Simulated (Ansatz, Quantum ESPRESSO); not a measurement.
# Evanescent states of LiCl, rock salt type, lattice constant set to 5.047 Å, part 2 of 3

Wanted: the complex band structure of LiCl, rock salt type, lattice constant set to 5.047 Å, as for a tunnel barrier.

Quantum ESPRESSO 7.5; plane-wave DFT, LDA, GBRV ultrasoft pseudopotentials; cross-check by Ansatz 0.2.0 with PAW datasets.

So far. Step 2 (SCF with pw.x): The run needed 6 iterations to bring the estimated error under 1e-09 Ry.

The structure was built from a prototype and need not be the compound's stable phase.

## 3. Complex band structure

Level of this step: complex band structure by pwcond; plane-wave DFT, LDA, GBRV ultrasoft pseudopotentials (Quantum ESPRESSO).

ikind = 0 solves one period of the crystal for all kz, real and complex, at each energy and k across. ewind and epsproj trim the two-dimensional plane-wave basis; nz1 sets the subslabs.

Input file cbs.in:

```
&inputcond
  outdir = './out'
  prefixl = 'scf'
  band_file = 'cbs'
  ikind = 0
  ewind = 4.0
  epsproj = 1e-05
  nz1 = 7
  energy0 = 6.9
  denergy = -0.23
/
4
  0.00000000 0.00000000 1.00000000
  0.50000000 0.00000000 1.00000000
  0.50000000 0.50000000 1.00000000
  0.25000000 0.00000000 1.00000000
40
```

Started as:

```console
$ OMP_NUM_THREADS=1 mpirun -n 2 pwcond.x -in cbs.in > cbs.out
```

The program printed:

```text
[banner, memory and clock lines left out]
Program PWCOND v.7.5 starts

          URL

     ./out/scf.save/

     IMPORTANT: XC functional enforced from input :
     Exchange-correlation= PZ
                           (   1   1   0   0   0   0   0)
     Any further DFT definition will be discarded
     Please, verify this is what you really want

     negative rho (up, down):  2.899E-02 0.000E+00
     Reading collected, re-writing distributed wavefunctions

===== INPUT FILE containing the left lead =====

     GEOMETRY:

     lattice parameter (alat)  =       6.7440  a.u.
     the volume                =     433.7770 (a.u.)^3
     the cross section         =      45.4815 (a.u.)^2
     l of the unit cell        =       1.4142 (alat)
     number of atoms/cell      =            4
     number of atomic types    =            2

     crystal axes: (cart. coord. in units of alat)
               a(1) = (  1.0000  0.0000  0.0000 )
               a(2) = (  0.0000  1.0000  0.0000 )
               a(3) = (  0.0000  0.0000  1.4142 )

   Cartesian axes

     site n.     atom                  positions (alat units)
          1        Li     tau(  1)=(  0.0000  0.0000  1.4142  )
          2        Cl     tau(  2)=(  0.5000  0.5000  1.4142  )
          3        Li     tau(  3)=(  0.5000  0.5000  0.7071  )
          4        Cl     tau(  4)=(  0.0000  0.0000  0.7071  )

     nr1s                      =           27
     nr2s                      =           27
     nr3s                      =           40
     nr1sx                     =           27
     nr2sx                     =           27
     nr3sx                     =           40
     nr1                       =           32
     nr2                       =           32
     nr3                       =           45
     nr1x                      =           32
     nr2x                      =           32
     nr3x                      =           45

 _______________________________
  Radii of nonlocal spheres:

     type       ibeta     ang. mom.          radius (alat units)
       Li         1         0                    0.2990
       Li         2         0                    0.2990
       Li         3         0                    0.2990
       Li         4         1                    0.2990
       Li         5         1                    0.2990
       Cl         1         0                    0.1936
       Cl         2         0                    0.1936
       Cl         3         1                    0.1936
       Cl         4         1                    0.1936
       Cl         5         2                    0.1936
       Cl         6         2                    0.1936
----- General information -----

----- Complex band structure calculation -----

     nrx                       =           27
     nry                       =           27
     nz1                       =            7

     energy0               =         6.9E+00
     denergy               =        -2.3E-01
     nenergy               =         40
     ecut2d                =         4.0E+01
     ewind                 =         4.0E+00
     epsproj               =         1.0E-05

     number of k_|| points=    4
                       cryst. coord.
        k(    1) = (   0.0000000   0.0000000), wk =   0.2500000
        k(    2) = (   0.5000000   0.0000000), wk =   0.2500000
        k(    3) = (   0.5000000   0.5000000), wk =   0.2500000
        k(    4) = (   0.2500000   0.0000000), wk =   0.2500000
----- Information about left lead -----

     nocros                   =           27
     noins                    =           27
     norb                     =           81
     norbf                    =           81
     nrz                      =           40

      iorb      type   ibeta   ang. mom.   m       position (alat)
        1        1       1        0        1   taunew(   1)=(  0.0000  0.0000  0.0000)
        2        1       2        0        1   taunew(   2)=(  0.0000  0.0000  0.0000)
        3        1       3        0        1   taunew(   3)=(  0.0000  0.0000  0.0000)
        4        1       4        1        1   taunew(   4)=(  0.0000  0.0000  0.0000)
        5        1       4        1        2   taunew(   5)=(  0.0000  0.0000  0.0000)
        6        1       4        1        3   taunew(   6)=(  0.0000  0.0000  0.0000)
        7        1       5        1        1   taunew(   7)=(  0.0000  0.0000  0.0000)
        8        1       5        1        2   taunew(   8)=(  0.0000  0.0000  0.0000)
        9        1       5        1        3   taunew(   9)=(  0.0000  0.0000  0.0000)
       10        2       1        0        1   taunew(  10)=(  0.5000  0.5000  0.0000)
       11        2       2        0        1   taunew(  11)=(  0.5000  0.5000  0.0000)
       12        2       3        1        1   taunew(  12)=(  0.5000  0.5000  0.0000)
       13        2       3        1        2   taunew(  13)=(  0.5000  0.5000  0.0000)
       14        2       3        1        3   taunew(  14)=(  0.5000  0.5000  0.0000)
       15        2       4        1        1   taunew(  15)=(  0.5000  0.5000  0.0000)
       16        2       4        1        2   taunew(  16)=(  0.5000  0.5000  0.0000)
       17        2       4        1        3   taunew(  17)=(  0.5000  0.5000  0.0000)
       18        2       5        2        1   taunew(  18)=(  0.5000  0.5000  0.0000)
       19        2       5        2        2   taunew(  19)=(  0.5000  0.5000  0.0000)
       20        2       5        2        3   taunew(  20)=(  0.5000  0.5000  0.0000)
       21        2       5        2        4   taunew(  21)=(  0.5000  0.5000  0.0000)
       22        2       5        2        5   taunew(  22)=(  0.5000  0.5000  0.0000)
       23        2       6        2        1   taunew(  23)=(  0.5000  0.5000  0.0000)
       24        2       6        2        2   taunew(  24)=(  0.5000  0.5000  0.0000)
       25        2       6        2        3   taunew(  25)=(  0.5000  0.5000  0.0000)
       26        2       6        2        4   taunew(  26)=(  0.5000  0.5000  0.0000)
       27        2       6        2        5   taunew(  27)=(  0.5000  0.5000  0.0000)
       28        1       1        0        1   taunew(  28)=(  0.5000  0.5000  0.7071)
       29        1       2        0        1   taunew(  29)=(  0.5000  0.5000  0.7071)
       30        1       3        0        1   taunew(  30)=(  0.5000  0.5000  0.7071)
       31        1       4        1        1   taunew(  31)=(  0.5000  0.5000  0.7071)
       32        1       4        1        2   taunew(  32)=(  0.5000  0.5000  0.7071)
       33        1       4        1        3   taunew(  33)=(  0.5000  0.5000  0.7071)
       34        1       5        1        1   taunew(  34)=(  0.5000  0.5000  0.7071)
       35        1       5        1        2   taunew(  35)=(  0.5000  0.5000  0.7071)
       36        1       5        1        3   taunew(  36)=(  0.5000  0.5000  0.7071)
       37        2       1        0        1   taunew(  37)=(  0.0000  0.0000  0.7071)
       38        2       2        0        1   taunew(  38)=(  0.0000  0.0000  0.7071)
       39        2       3        1        1   taunew(  39)=(  0.0000  0.0000  0.7071)
       40        2       3        1        2   taunew(  40)=(  0.0000  0.0000  0.7071)
       41        2       3        1        3   taunew(  41)=(  0.0000  0.0000  0.7071)
       42        2       4        1        1   taunew(  42)=(  0.0000  0.0000  0.7071)
       43        2       4        1        2   taunew(  43)=(  0.0000  0.0000  0.7071)
       44        2       4        1        3   taunew(  44)=(  0.0000  0.0000  0.7071)
       45        2       5        2        1   taunew(  45)=(  0.0000  0.0000  0.7071)
       46        2       5        2        2   taunew(  46)=(  0.0000  0.0000  0.7071)
       47        2       5        2        3   taunew(  47)=(  0.0000  0.0000  0.7071)
       48        2       5        2        4   taunew(  48)=(  0.0000  0.0000  0.7071)
       49        2       5        2        5   taunew(  49)=(  0.0000  0.0000  0.7071)
       50        2       6        2        1   taunew(  50)=(  0.0000  0.0000  0.7071)
       51        2       6        2        2   taunew(  51)=(  0.0000  0.0000  0.7071)
       52        2       6        2        3   taunew(  52)=(  0.0000  0.0000  0.7071)
       53        2       6        2        4   taunew(  53)=(  0.0000  0.0000  0.7071)
       54        2       6        2        5   taunew(  54)=(  0.0000  0.0000  0.7071)
       55        1       1        0        1   taunew(  55)=(  0.0000  0.0000  1.4142)
       56        1       2        0        1   taunew(  56)=(  0.0000  0.0000  1.4142)
       57        1       3        0        1   taunew(  57)=(  0.0000  0.0000  1.4142)
       58        1       4        1        1   taunew(  58)=(  0.0000  0.0000  1.4142)
       59        1       4        1        2   taunew(  59)=(  0.0000  0.0000  1.4142)
       60        1       4        1        3   taunew(  60)=(  0.0000  0.0000  1.4142)
       61        1       5        1        1   taunew(  61)=(  0.0000  0.0000  1.4142)
       62        1       5        1        2   taunew(  62)=(  0.0000  0.0000  1.4142)
       63        1       5        1        3   taunew(  63)=(  0.0000  0.0000  1.4142)
       64        2       1        0        1   taunew(  64)=(  0.5000  0.5000  1.4142)
       65        2       2        0        1   taunew(  65)=(  0.5000  0.5000  1.4142)
       66        2       3        1        1   taunew(  66)=(  0.5000  0.5000  1.4142)
       67        2       3        1        2   taunew(  67)=(  0.5000  0.5000  1.4142)
       68        2       3        1        3   taunew(  68)=(  0.5000  0.5000  1.4142)
       69        2       4        1        1   taunew(  69)=(  0.5000  0.5000  1.4142)
       70        2       4        1        2   taunew(  70)=(  0.5000  0.5000  1.4142)
       71        2       4        1        3   taunew(  71)=(  0.5000  0.5000  1.4142)
       72        2       5        2        1   taunew(  72)=(  0.5000  0.5000  1.4142)
       73        2       5        2        2   taunew(  73)=(  0.5000  0.5000  1.4142)
       74        2       5        2        3   taunew(  74)=(  0.5000  0.5000  1.4142)
       75        2       5        2        4   taunew(  75)=(  0.5000  0.5000  1.4142)
       76        2       5        2        5   taunew(  76)=(  0.5000  0.5000  1.4142)
       77        2       6        2        1   taunew(  77)=(  0.5000  0.5000  1.4142)
       78        2       6        2        2   taunew(  78)=(  0.5000  0.5000  1.4142)
       79        2       6        2        3   taunew(  79)=(  0.5000  0.5000  1.4142)
       80        2       6        2        4   taunew(  80)=(  0.5000  0.5000  1.4142)
       81        2       6        2        5   taunew(  81)=(  0.5000  0.5000  1.4142)
 ngper, shell number =          145          23
 ngper, n2d =          145          89
---  E-Ef =    6.9000000  k =    0.0000000   0.0000000
---  ie =          1  ik =          1
 Nchannels of the left tip =            1
 Right moving states:
   k1(2pi/a)   k2(2pi/a)   E-Ef (eV)
   0.2296752   0.0000000   6.9000000
 Left moving states:
   k1(2pi/a)   k2(2pi/a)   E-Ef (eV)
  -0.2296752   0.0000000   6.9000000

---  E-Ef =    6.6700000  k =    0.0000000   0.0000000
---  ie =          2  ik =          1
 Nchannels of the left tip =            1
 Right moving states:
   k1(2pi/a)   k2(2pi/a)   E-Ef (eV)
   0.1810045   0.0000000   6.6700000
 Left moving states:
   k1(2pi/a)   k2(2pi/a)   E-Ef (eV)
  -0.1810046   0.0000000   6.6700000
[... further energies and points left out ...]
---  E-Ef =   -1.8400000  k =    0.2500000   0.0000000
---  ie =         39  ik =          4
 Nchannels of the left tip =            2
 Right moving states:
   k1(2pi/a)   k2(2pi/a)   E-Ef (eV)
   0.1236891   0.0000000  -1.8400000
  -0.2795750  -0.0000000  -1.8400000
 Left moving states:
   k1(2pi/a)   k2(2pi/a)   E-Ef (eV)
  -0.1236892   0.0000000  -1.8400000
   0.2795750  -0.0000000  -1.8400000

---  E-Ef =   -2.0700000  k =    0.2500000   0.0000000
---  ie =         40  ik =          4
 Nchannels of the left tip =            1
 Right moving states:
   k1(2pi/a)   k2(2pi/a)   E-Ef (eV)
  -0.3577878  -0.0000000  -2.0700000
 Left moving states:
   k1(2pi/a)   k2(2pi/a)   E-Ef (eV)
   0.3577878  -0.0000000  -2.0700000

Note: The following floating-point exceptions are signalling: IEEE_UNDERFLOW_FLAG
Note: The following floating-point exceptions are signalling: IEEE_UNDERFLOW_FLAG
```

Elapsed: 2.5 min, on 2 MPI ranks of Arm Neoverse N1, shared host; peak memory 0.12 GiB.

Read from the output:

| Item | Value |
| --- | --- |
| peak of the smallest κ at the zone centre | 0.484 Å⁻¹ |
| energy of the peak at the zone centre | 2.76 eV |
| peak of the smallest κ at (1/2, 0) | 0.43 Å⁻¹ |

K across = (0, 0) in the cell's reciprocal vectors; values within 0.0025 1/Å of each other count once, columns are sorted by size at each energy, a dash where no further value was kept. Table of Im kz of the slowest decaying states by energy, zero at the highest filled level of the SCF mesh:

| energy (eV) | decay 1 (Å⁻¹) | decay 2 (Å⁻¹) | decay 3 (Å⁻¹) |
| --- | --- | --- | --- |
| -2.07 | 0.658 | 1.51 | 1.65 |
| -1.61 | 0.454 | 1.47 | 1.61 |
| -1.15 | 1.44 | 1.58 | 1.88 |
| -0.69 | 1.41 | 1.54 | 1.84 |
| -0.46 | 1.39 | 1.52 | 1.83 |
| 0.00 | 0.038 | 0.05 | 1.36 |
| 0.46 | 0.269 | 0.416 | 1.32 |
| 0.92 | 0.361 | 0.549 | 1.29 |
| 1.38 | 0.419 | 0.634 | 1.26 |
| 1.84 | 0.455 | 0.695 | 1.23 |
| 2.30 | 0.476 | 0.74 | 1.20 |
| 2.53 | 0.482 | 0.758 | 1.18 |
| 2.99 | 0.484 | 0.788 | 1.15 |
| 3.45 | 0.475 | 0.812 | 1.11 |
| 3.91 | 0.456 | 0.831 | 1.05 |
| 4.37 | 0.426 | 0.846 | 0.993 |
| 4.83 | 0.384 | 0.858 | 0.926 |
| 5.29 | 0.326 | 0.855 | 0.868 |
| 5.52 | 0.289 | 0.817 | 0.874 |
| 5.98 | 0.185 | 0.734 | 0.886 |
| 6.44 | 0.64 | 0.866 | 0.905 |
| 6.90 | 0.528 | 0.563 | 0.964 |

K across = (0, 0) in the cell's reciprocal vectors. Table of Re kz of states that move upwards by energy, zero at the highest filled level of the SCF mesh:

```csv
energy (eV),channel 1 (Å⁻¹),channel 2 (Å⁻¹),channel 3 (Å⁻¹)
-2.07,0.520,-,-
-1.84,0.580,-,-
-1.61,-0.607,-,-
-1.38,-0.548,-,-
-1.15,-0.489,0.232,0.232
-0.92,-0.428,0.450,0.450
-0.69,-0.362,0.610,0.610
-0.46,-0.487,-0.487,-0.289
-0.23,-0.325,-0.325,-0.198
0.00,-,-,-
0.46,-,-,-
0.69,-,-,-
0.92,-,-,-
1.15,-,-,-
1.38,-,-,-
1.61,-,-,-
1.84,-,-,-
2.07,-,-,-
2.30,-,-,-
2.53,-,-,-
2.76,-,-,-
2.99,-,-,-
3.22,-,-,-
3.45,-,-,-
3.68,-,-,-
3.91,-,-,-
4.14,-,-,-
4.37,-,-,-
4.83,-,-,-
5.06,-,-,-
5.29,-,-,-
5.52,-,-,-
5.75,-,-,-
5.98,-,-,-
6.21,-,-,-
6.44,0.145,-,-
6.67,0.225,-,-
6.90,0.286,-,-
```

K across = (1/2, 0) in the cell's reciprocal vectors; values within 0.0025 1/Å of each other count once, columns are sorted by size at each energy, a dash where no further value was kept. Table of Im kz of the slowest decaying states by energy, zero at the highest filled level of the SCF mesh:

```
energy (eV)  decay 1 (Å⁻¹)  decay 2 (Å⁻¹)  decay 3 (Å⁻¹)
      -2.07          0.103           1.20           1.44
      -1.84          0.095           1.16           1.43
      -1.38           1.06           1.41           2.28
      -1.15          0.995           1.40           2.27
      -0.92          0.916           1.38           2.25
      -0.46          0.613           1.36           2.22
      -0.23          0.091          0.436           1.35
       0.00          0.195          0.707           1.34
       0.46          0.295          0.856           1.31
       0.69          0.327          0.891           1.30
       0.92          0.352          0.915           1.28
       1.38          0.389          0.942           1.26
       1.61          0.402          0.949           1.24
       1.84          0.412          0.952           1.23
       2.30          0.425          0.952           1.20
       2.53          0.429           0.95           1.18
       2.99           0.43          0.939           1.15
       3.22          0.428          0.932           1.13
       3.45          0.425          0.923           1.12
       3.91          0.412          0.903           1.08
       4.14          0.402          0.891           1.06
       4.37          0.391          0.878           1.04
       4.83          0.361          0.849           1.00
       5.06          0.342          0.833          0.982
       5.29          0.319          0.816          0.961
       5.75          0.259          0.778          0.916
       5.98          0.216          0.758          0.892
       6.21          0.155          0.736          0.867
       6.67          0.688          0.814           1.73
       6.90          0.661          0.785           1.71
```

K across = (1/2, 1/2) in the cell's reciprocal vectors; values within 0.0025 1/Å of each other count once, columns are sorted by size at each energy, a dash where no further value was kept. Im kz of the slowest decaying states against energy, zero at the highest filled level of the SCF mesh:

```
energy (eV)  decay 1 (Å⁻¹)  decay 2 (Å⁻¹)  decay 3 (Å⁻¹)
      -2.07          0.805           2.01           2.14
      -1.61          0.652           1.96           2.11
      -1.15           0.14          0.274           1.92
      -0.69          0.325          0.712           1.87
      -0.46          0.375          0.788           1.84
       0.00          0.445          0.892           1.78
       0.46          0.492          0.972           1.71
       0.92          0.524           1.05           1.63
       1.38          0.546           1.13           1.54
       1.84          0.559           1.23           1.41
       2.30          0.566           1.27           1.34
       2.53          0.567           1.20           1.39
       2.99          0.565           1.09           1.47
       3.45          0.558          0.998           1.51
       3.91          0.547          0.919           1.54
       4.37           0.53          0.845           1.56
       4.83          0.509          0.774           1.57
       5.29          0.482          0.702           1.55
       5.52          0.466          0.665           1.53
       5.98          0.429          0.586           1.49
       6.44          0.383          0.498           1.44
       6.90          0.323          0.394           1.39
```

K across = (1/4, 0) in the cell's reciprocal vectors; values within 0.0025 1/Å of each other count once, columns are sorted by size at each energy, a dash where no further value was kept. Im kz of the slowest decaying states against energy, zero at the highest filled level of the SCF mesh:

| energy (eV) | decay 1 (Å⁻¹) | decay 2 (Å⁻¹) | decay 3 (Å⁻¹) |
| --- | --- | --- | --- |
| -2.07 | 0.107 | 0.808 | 1.46 |
| -1.84 | 0.735 | 1.45 | 1.63 |
| -1.61 | 0.648 | 1.44 | 1.61 |
| -1.38 | 0.539 | 1.43 | 1.58 |
| -1.15 | 0.009 | 0.385 | 1.42 |
| -0.92 | 0.117 | 1.40 | 1.54 |
| -0.69 | 0.122 | 1.39 | 1.51 |
| -0.46 | 0.014 | 1.38 | 1.49 |
| -0.23 | 1.37 | 1.46 | 1.74 |
| 0.00 | 0.092 | 0.165 | 1.36 |
| 0.46 | 0.308 | 0.512 | 1.33 |
| 0.69 | 0.35 | 0.607 | 1.32 |
| 0.92 | 0.382 | 0.683 | 1.31 |
| 1.15 | 0.408 | 0.75 | 1.27 |
| 1.38 | 0.429 | 0.811 | 1.23 |
| 1.61 | 0.447 | 0.874 | 1.18 |
| 1.84 | 0.461 | 0.956 | 1.10 |
| 2.07 | 0.472 | 1.03 | 1.24 |
| 2.30 | 0.481 | 1.03 | 1.22 |
| 2.53 | 0.487 | 1.03 | 1.21 |
| 2.76 | 0.492 | 1.02 | 1.19 |
| 2.99 | 0.494 | 1.02 | 1.18 |
| 3.22 | 0.495 | 1.01 | 1.16 |
| 3.45 | 0.494 | 1.00 | 1.15 |
| 3.68 | 0.492 | 0.996 | 1.13 |
| 3.91 | 0.488 | 0.986 | 1.11 |
| 4.14 | 0.482 | 0.975 | 1.10 |
| 4.37 | 0.474 | 0.964 | 1.08 |
| 4.83 | 0.453 | 0.939 | 1.04 |
| 5.06 | 0.439 | 0.925 | 1.03 |
| 5.29 | 0.423 | 0.91 | 1.01 |
| 5.52 | 0.404 | 0.894 | 0.99 |
| 5.75 | 0.382 | 0.878 | 0.971 |
| 5.98 | 0.356 | 0.86 | 0.952 |
| 6.21 | 0.324 | 0.842 | 0.934 |
| 6.44 | 0.285 | 0.822 | 0.918 |
| 6.67 | 0.232 | 0.802 | 0.91 |
| 6.90 | 0.148 | 0.781 | 0.799 |

[end of part 2 of 3]

[Logs are printed without paths, hosts, clocks, repeated set-up lines and the standing remarks that a program may print on its own settings, such as how far it seeks lower states.]

[Hosts, paths, dates, database ids (printed as entryN), source tags and the programs' standing remarks are cut or masked in the printed files.]

[Maps of the electrostatic potential energy from Ansatz leave out the sawtooth potential of an applied field or a dipole correction, so their vacuum need not be flat; planar profiles and work functions include it.]
